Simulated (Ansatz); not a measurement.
# Static equation of state of void in SiC (68 atoms)

The cell holds 68 atoms: 34 Si and 34 C. Its edges and angles: a = 9.186 Å, b = 9.183 Å, c = 9.981 Å, α = 88.9°, β = 91.0°, γ = 120.3°. It derives from SiC (wurtzite), repeated 3×3×2. The starting structure: Wurtzite SiC (a = 3.076 Å, c = 5.048 Å), 3 x 3 x 2 conventional cells, the 2 Si, 2 C nearest the centre removed; not relaxed, displaced by a Gaussian of 0.02 Å. Nearest the centre at fractional (0.525, 0.519, 0.507): C65 at 2.40 Å, C30 at 2.50 Å, Si59 at 2.51 Å, Si37 at 2.53 Å, Si43 at 2.58 Å, Si35 at 2.63 Å, C36 at 2.70 Å, C68 at 3.16 Å.

Calculated with Ansatz 0.2.0: Kohn-Sham DFT, LDA, PAW (set soft_1), plane waves; PAW set soft_1; cutoff 420 eV, k-mesh 2×2×1, fermi-dirac smearing of 0.05 eV, spin polarised, started with 8 parallel moments, ending at 0.1 μB in the cell. Cell and atoms were relaxed first, to V0 = 10.684 Å³ an atom at a residual P0 = 0.004 GPa. The cell was then scaled evenly, and the atoms were relaxed at each volume.

```
volume (Å³/atom)  pressure (GPa)
          9.6160               ?
          10.043           12.80
          10.364           6.053
          11.005          -5.306
          11.325          -10.00
```

In doubt: a lower electronic state may exist (in some of the runs), so energies may not be the lowest and differences between runs may mislead.

**Question.** Fit the third-order Birch–Murnaghan equation to the rows given and extrapolate to the withheld row.

Worked fit:

Take the Eulerian strain f = ½[(V0/V)^(2/3) − 1] and the normalised pressure F = (P − P0) / [3f(1 + 2f)^(5/2)]. The third-order Birch–Murnaghan equation is then the line F = B0 + (3/2)B0(B′ − 4) f, so u = f and v = F.

| u = f | v = F (GPa) |
| --- | --- |
| 0.0210565 | 182.668 |
| 0.0102572 | 186.856 |
| -0.00975649 | 190.587 |
| -0.0190503 | 192.980 |

With n = 4: mean u = 6.2672e-4, mean v = 188.273, Σ(u − ū)² = 0.0010051, Σ(u − ū)(v − v̄) = -0.24478. Slope b = -0.24478 / 0.0010051 = -243.54; intercept a = v̄ − b ū = 188.43.

So B0 = a = 188 GPa and B′ = 4 + 2b/(3a) = 3.14. At the withheld volume f = 0.03638, F = a + b f = 179.6 GPa, and P = P0 + 3f(1 + 2f)^(5/2) F.

Prediction at 9.6160: 23.37 GPa. The run gave 21.86 GPa, so the fit is high by 1.5 GPa (6.9 % of the value).

The series isn't one smooth equation of state: even a line fitted to all rows, the withheld one included, misses F by up to 2.7 % and an atom moves over 0.5 Å in some relaxation. B0 and B′ are then only the numbers of this fit, not moduli of the material. Among the rows given, the largest miss of the fit is at 10.043, by 0.044 GPa (0.14 % of the range of the table).

Limits: Static cells at zero temperature; the cell shape is held. The program notes that the SCF threshold of these relaxations is loose for the stress.

[Long decimals in the printed logs are rounded to 6 places.]

[Logs are printed without paths, hosts, clocks, repeated set-up lines and the standing remarks that a program may print on its own settings, such as how far it seeks lower states.]

[Hosts, paths, dates, database ids (printed as entryN), source tags and the programs' standing remarks are cut or masked in the printed files.]
